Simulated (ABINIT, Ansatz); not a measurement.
# Na2LiIrF6 (Fm-3m): one start, several treatments of the self-energy

Wanted: the gap of Na2LiIrF6 (Fm-3m) under several approximations, with cost.

Calculated with ABINIT 10.8.3; LDA and many-body steps on it, plane waves.

Report form: the programs' logs are mostly left out.

## Step 1: Starting point

The structure is cubic, space group Fm-3m (No. 225). The conventional cell has a = 8.010 Å, b = 8.010 Å, c = 8.010 Å, α = 90.00°, β = 90.00°, γ = 90.00°. Nearest to Na lie 12 F at 2.83 Å. Li has 6 F at 1.98 Å nearest. Nearest to Ir lie 6 F at 2.02 Å. Nearest to F lie 1 Li at 1.98 Å and 1 Ir at 2.02 Å and 4 Na at 2.83 Å. Farther neighbours and most contacts between anions are not listed.

As a file:

```cif
data_structure
_symmetry_space_group_name_H-M 'P 1'
_symmetry_Int_Tables_number 1
_cell_length_a 5.6637
_cell_length_b 5.6637
_cell_length_c 5.6637
_cell_angle_alpha 60.000
_cell_angle_beta 60.000
_cell_angle_gamma 60.000
_cell_volume 128.46
loop_
_atom_site_label
_atom_site_type_symbol
_atom_site_fract_x
_atom_site_fract_y
_atom_site_fract_z
_atom_site_occupancy
Na1 Na 0.75000 0.75000 0.75000 1
Na2 Na 0.25000 0.25000 0.25000 1
Li3 Li 0.50000 0.50000 0.50000 1
Ir4 Ir 0.00000 0.00000 0.00000 1
F5 F 0.74768 0.25232 0.25232 1
F6 F 0.25232 0.25232 0.74768 1
F7 F 0.25232 0.74768 0.74768 1
F8 F 0.25232 0.74768 0.25232 1
F9 F 0.74768 0.25232 0.74768 1
F10 F 0.74768 0.74768 0.25232 1
```

The cell and positions are those that the Materials Project relaxed with its own functionals (PBE, PBE+U or r2SCAN), kept fixed. Spin-orbit coupling is left out unless a step names it.

## Step 2: Empty states on the mesh, 2×2×2 mesh, 272 bands

This step: ABINIT 10.8.3; DFT, LDA, plane waves, norm-conserving pseudopotentials.

The sums over transitions need many empty states on a uniform mesh; this step solves for them.

Input file run.abi:

```
acell 3*1.0 Angstrom
rprim 
  0.000000000000 4.004814000000 4.004814000000
  4.004814000000 0.000000000000 4.004814000000
  4.004814000000 4.004814000000 -0.000000000000
ntypat 4
znucl 11 3 77 9
natom 10
typat 1 1 2 3 4 4 4 4 4 4
xred 
  0.750000000000 0.750000000000 0.750000000000
  0.250000000000 0.250000000000 0.250000000000
  0.500000000000 0.500000000000 0.500000000000
  0.000000000000 0.000000000000 0.000000000000
  0.747678000000 0.252322000000 0.252322000000
  0.252322000000 0.252322000000 0.747678000000
  0.252322000000 0.747678000000 0.747678000000
  0.252322000000 0.747678000000 0.252322000000
  0.747678000000 0.252322000000 0.747678000000
  0.747678000000 0.747678000000 0.252322000000
pp_dirpath "pseudos"
pseudos "Na.upf, Li.upf, Ir.upf, F.upf"
ecut 38
ngkpt 2 2 2
nshiftk 1
shiftk 0 0 0
kptopt 1
chksymbreak 0
iscf -2
irdden 1
istwfk *1
nband 272
nbdbuf 24
tolwfr 1e-09
nstep 60
prtvol 0
indata_prefix "in"
outdata_prefix "out"
tmpdata_prefix "tmp"
```

Launch:

```console
$ OMP_NUM_THREADS=1 mpirun -n 4 abinit run.abi > log
```

Elapsed: 4.5 min, on 4 MPI ranks of Arm Neoverse N1, shared host; peak memory 0.49 GiB.

Numbers from this step:

* gap: 2.036 eV
* k of the valence top: 0.5, 0.5, 0
* k of the conduction bottom: 0.5, 0.5, 0
* least direct gap: 2.036 eV
* k points computed: 3
* lowest point of the top converged band, above the valence top: 73.8650 eV

On this mesh the gap is 2.036 eV.

The density comes from a self-consistent run that is not shown.

## Step 3: Screening, 2×2×2 mesh, 125 bands, screening to 114.3 eV

The RPA dielectric matrix is built and inverted for each q.

This step: RPA screening on LDA, plane waves, norm-conserving pseudopotentials.

run.abi: that of step 2 with these lines changed.

```diff
@@ -28,10 +28,11 @@
 chksymbreak 0
-iscf -2
-irdden 1
 istwfk *1
-nband 272
-nbdbuf 24
-tolwfr 1e-09
-nstep 60
-prtvol 0
+occopt 1
+irdwfk 1
+optdriver 3
+nband 125
+ecuteps 4.2
+inclvkb 2
+awtr 1
+symchi 1
 indata_prefix "in"
```

Wall time 76 s (4 MPI ranks); peak memory 2 GiB; 5.1 min of CPU time.

This step gave:

- ε∞ with local fields, on this mesh, along the program's q direction: 2.262
- the same without local fields: 2.604
- plasma frequency: 29.30 eV
- plane waves in the screening matrix: 339

Local fields lower ε∞ by 13 %. On a Γ-centred mesh this coarse the value itself is usually too large, while a short band sum pulls it down.

## Step 4: G0W0, Godby-Needs plasmon pole

The self-energy is evaluated for the states that the input lists, and the levels follow from it, in one-shot runs by the linearised quasiparticle equation.

This step: G0W0 on LDA, plane waves, norm-conserving pseudopotentials.

run.abi: that of step 3 with these lines changed.

```diff
@@ -31,8 +31,17 @@
 irdwfk 1
-optdriver 3
+optdriver 4
 nband 125
+gwcalctyp 0
+ecutsigx 38
+symsigma 1
+nkptgw 2
+kptgw 
+  0.5000000000 0.5000000000 0.0000000000
+  0.0000000000 0.0000000000 0.0000000000
+bdgw 
+  39 42
+  38 43
 ecuteps 4.2
-inclvkb 2
-awtr 1
-symchi 1
+irdscr 1
+ppmodel 1
 indata_prefix "in"
```

The job ended after 21 s (4 MPI ranks; peak memory 1.2 GiB; 83 s of CPU time).

Numbers from this step:

```
G0W0 gap on the points computed              : 4.860 eV
starting gap on the mesh                     : 2.036 eV
k of the valence top                         : 0.5, 0.5, 0
k of the conduction bottom                   : 0, 0, 0
Z at the valence top                         : 0.828
Z at the conduction bottom                   : 0.889
least direct G0W0 gap on the computed points : 5.173 eV
```

The gap on the mesh goes from 2.04 eV to 4.86 eV, a correction of +2.82 eV.

## Step 5: G0W0, Engel-Farid plasmon pole

run.abi: that of step 4 with these lines changed.

```diff
@@ -45,3 +45,3 @@
 irdscr 1
-ppmodel 1
+ppmodel 4
 indata_prefix "in"
```

The job ended after 14 s (4 MPI ranks; peak memory 1.4 GiB).

This step gave:

```
G0W0 gap on the points computed              : 4.783 eV
starting gap on the mesh                     : 2.036 eV
k of the valence top                         : 0.5, 0.5, 0
k of the conduction bottom                   : 0, 0, 0
Z at the valence top                         : 0.852
Z at the conduction bottom                   : 0.902
least direct G0W0 gap on the computed points : 5.115 eV
```

Against G0W0 in ABINIT (2×2×2 mesh, 125 bands, screening to 114.3 eV, Godby-Needs plasmon pole), the gap moves by −0.077 eV.

## Step 6: G0W0, Hybertsen-Louie plasmon pole

run.abi: that of step 5 with these lines changed.

```diff
@@ -45,3 +45,3 @@
 irdscr 1
-ppmodel 4
+ppmodel 2
 indata_prefix "in"
```

Elapsed: 21 s, on 4 MPI ranks; peak memory 1.2 GiB; 82 s of CPU time.

Numbers from this step:

```yaml
g0w0_gap_on_the_points_computed: 5.073 eV
starting_gap_on_the_mesh: 2.036 eV
k_of_the_valence_top: 0.5, 0.5, 0
k_of_the_conduction_bottom: 0, 0, 0
least_direct_g0w0_gap_on_the_computed_points: 5.376 eV
```

Against G0W0 in ABINIT (2×2×2 mesh, 125 bands, screening to 114.3 eV, Godby-Needs plasmon pole), the gap moves by +0.213 eV.

## Step 7: One-shot COHSEX

This step: one-shot COHSEX on LDA, plane waves, norm-conserving pseudopotentials.

run.abi: that of step 6 with these lines changed.

```diff
@@ -33,3 +33,3 @@
 nband 125
-gwcalctyp 0
+gwcalctyp 7
 ecutsigx 38
@@ -45,3 +45,2 @@
 irdscr 1
-ppmodel 2
 indata_prefix "in"
```

Elapsed: 10 s, on 4 MPI ranks; peak memory 1.2 GiB; 39 s of CPU time.

Numbers from this step:

```
quasiparticle gap on the points computed              : 6.438 eV
starting gap on the mesh                              : 2.036 eV
k of the valence top                                  : 0.5, 0.5, 0
k of the conduction bottom                            : 0, 0, 0
least direct quasiparticle gap on the computed points : 6.775 eV
```

Against G0W0 in ABINIT (2×2×2 mesh, 125 bands, screening to 114.3 eV, Godby-Needs plasmon pole), the gap moves by +1.578 eV.

## Step 8: One-shot Hartree-Fock

This step: one-shot Hartree-Fock on LDA, plane waves, norm-conserving pseudopotentials.

run.abi: that of step 7 with these lines changed.

```diff
@@ -32,4 +32,4 @@
 optdriver 4
-nband 125
-gwcalctyp 7
+nband 44
+gwcalctyp 5
 ecutsigx 38
@@ -43,4 +43,4 @@
   38 43
-ecuteps 4.2
-irdscr 1
+ixc_sigma 40
+fftgw 31
 indata_prefix "in"
```

Elapsed: 9 s, on 4 MPI ranks; peak memory 1.2 GiB; 35 s of CPU time.

Numbers from this step:

```
quasiparticle gap on the points computed              : 12.03 eV
starting gap on the mesh                              : 2.036 eV
k of the valence top                                  : 0.5, 0.5, 0
k of the conduction bottom                            : 0, 0, 0
least direct quasiparticle gap on the computed points : 12.18 eV
```

Against G0W0 in ABINIT (2×2×2 mesh, 125 bands, screening to 114.3 eV, Godby-Needs plasmon pole), the gap moves by +7.168 eV.

## Step 9: Screening, 2×2×2 mesh, 125 bands, screening to 114.3 eV

This step: RPA screening on LDA, plane waves, norm-conserving pseudopotentials.

run.abi: that of step 8 with these lines changed.

```diff
@@ -31,16 +31,14 @@
 irdwfk 1
-optdriver 4
-nband 44
-gwcalctyp 5
-ecutsigx 38
-symsigma 1
-nkptgw 2
-kptgw 
-  0.5000000000 0.5000000000 0.0000000000
-  0.0000000000 0.0000000000 0.0000000000
-bdgw 
-  39 42
-  38 43
-ixc_sigma 40
-fftgw 31
+optdriver 3
+nband 125
+ecuteps 4.2
+inclvkb 2
+awtr 1
+symchi 1
+gwcalctyp 2
+nfreqre 16
+freqremax 40 eV
+nfreqim 8
+spmeth 1
+nomegasf 120
 indata_prefix "in"
```

It took 96 s on 4 MPI ranks; peak memory 2.8 GiB; 6.4 min of CPU time.

This step gave:

| Item | Value |
| --- | --- |
| ε∞ with local fields, on this mesh, along the program's q direction | 2.267 |
| the same without local fields | 2.612 |
| plasma frequency | 29.30 eV |
| plane waves in the screening matrix | 339 |

## Step 10: G0W0, contour deformation

This step: G0W0 on LDA, plane waves, norm-conserving pseudopotentials.

run.abi: that of step 9 with these lines changed.

```diff
@@ -31,14 +31,16 @@
 irdwfk 1
-optdriver 3
+optdriver 4
 nband 125
+gwcalctyp 2
+ecutsigx 38
+symsigma 1
+nkptgw 2
+kptgw 
+  0.5000000000 0.5000000000 0.0000000000
+  0.0000000000 0.0000000000 0.0000000000
+bdgw 
+  39 42
+  38 43
 ecuteps 4.2
-inclvkb 2
-awtr 1
-symchi 1
-gwcalctyp 2
-nfreqre 16
-freqremax 40 eV
-nfreqim 8
-spmeth 1
-nomegasf 120
+irdscr 1
 indata_prefix "in"
```

Elapsed: 18 s, on 4 MPI ranks; peak memory 1.5 GiB; 71 s of CPU time.

This step gave:

- G0W0 gap on the points computed: 4.803 eV
- starting gap on the mesh: 2.036 eV
- k of the valence top: 0.5, 0.5, 0
- k of the conduction bottom: 0, 0, 0
- least direct G0W0 gap on the computed points: 5.098 eV

Against G0W0 in ABINIT (2×2×2 mesh, 125 bands, screening to 114.3 eV, Godby-Needs plasmon pole), the gap moves by −0.057 eV.

## Step 11: The runs together

Times are wall times on 4 MPI ranks of Arm Neoverse N1, shared host, good to a factor of about two. A run's time includes the screening step that it read.

```tsv
run	mesh	bands	screening cutoff (eV)	DFT gap (eV)	gap on the mesh (eV)	direct (eV)	ε∞ used	time
G0W0, Godby-Needs plasmon pole	2×2×2	125	114.3	2.036	4.860	5.173	2.26	97 s
G0W0, Engel-Farid plasmon pole	2×2×2	125	114.3	2.036	4.783	5.115	2.26	90 s
G0W0, Hybertsen-Louie plasmon pole	2×2×2	125	114.3	2.036	5.073	5.376	2.26	97 s
one-shot COHSEX	2×2×2	125	114.3	2.036	6.438	6.775	2.26	86 s
one-shot Hartree-Fock	2×2×2	-	-	2.036	12.028	12.179	-	9 s
G0W0, contour deformation	2×2×2	125	114.3	2.036	4.803	5.098	2.27	1.9 min
```

## Step 12: Outcome

- G0W0, Godby-Needs plasmon pole: 4.860 eV
- G0W0, Engel-Farid plasmon pole: 4.783 eV
- G0W0, Hybertsen-Louie plasmon pole: 5.073 eV
- one-shot COHSEX: 6.438 eV
- one-shot Hartree-Fock: 12.028 eV
- G0W0, contour deformation: 4.803 eV
- known limits: not at the basis limit; no spin polarisation; d states lean on the start; no spin-orbit coupling; coarse k mesh

G0W0, Engel-Farid plasmon pole: −0.077 eV against G0W0, Godby-Needs plasmon pole. G0W0, Hybertsen-Louie plasmon pole: +0.213 eV against G0W0, Godby-Needs plasmon pole. One-shot COHSEX: +1.578 eV against G0W0, Godby-Needs plasmon pole. One-shot Hartree-Fock: +7.168 eV against G0W0, Godby-Needs plasmon pole. G0W0, contour deformation: −0.057 eV against G0W0, Godby-Needs plasmon pole. Bare exchange alone opens the gap to 12.03 eV; against G0W0, correlation takes back 7.17 eV. Static COHSEX lies above G0W0: it lacks the factor Z and overstates the Coulomb hole of the filled states. Bands and cutoff are finite, so the gap is not at the basis limit. The miss can reach some tenths of an eV and take either sign; the mesh is an error of its own. In the G0W0 runs levels were corrected at 2 k points alone, so a gap called «on the mesh» is the least over those, and an edge elsewhere would be missed. The 2×2×2 mesh is coarse for this cell, which bears on the long-range parts of exchange and screening. The runs have no spin polarisation. For a closed low-spin shell that is the natural state; where a d or f shell is open it is a constraint, and the gap is then not the crystal's own. With d states at the gap, one-shot GW leans hard on its start. The many-body steps are scalar-relativistic: spin-orbit coupling is not in them.

[Paths, hosts, dates, memory and timing lines, banners, echoed tables and standing remarks are left out of the program output.]

[Logs are printed without paths, hosts, clocks, repeated set-up lines and the standing remarks that a program may print on its own settings, such as how far it seeks lower states.]

[Runs of the session that timed out or met a known fault of the program may be left out.]

[Hosts, paths, dates, database ids (printed as entryN), source tags and the programs' standing remarks are cut or masked in the printed files.]

[G0W0 gaps are taken among the corrected bands and points alone; a level outside them can change the order at an edge.]

[Where Ansatz stands beside ABINIT at settings called matched, ABINIT's density can come from a denser mesh and the files from another edition; pairs whose starting gaps differed by over 0.03 eV were left out, so agreement reads better than it is.]
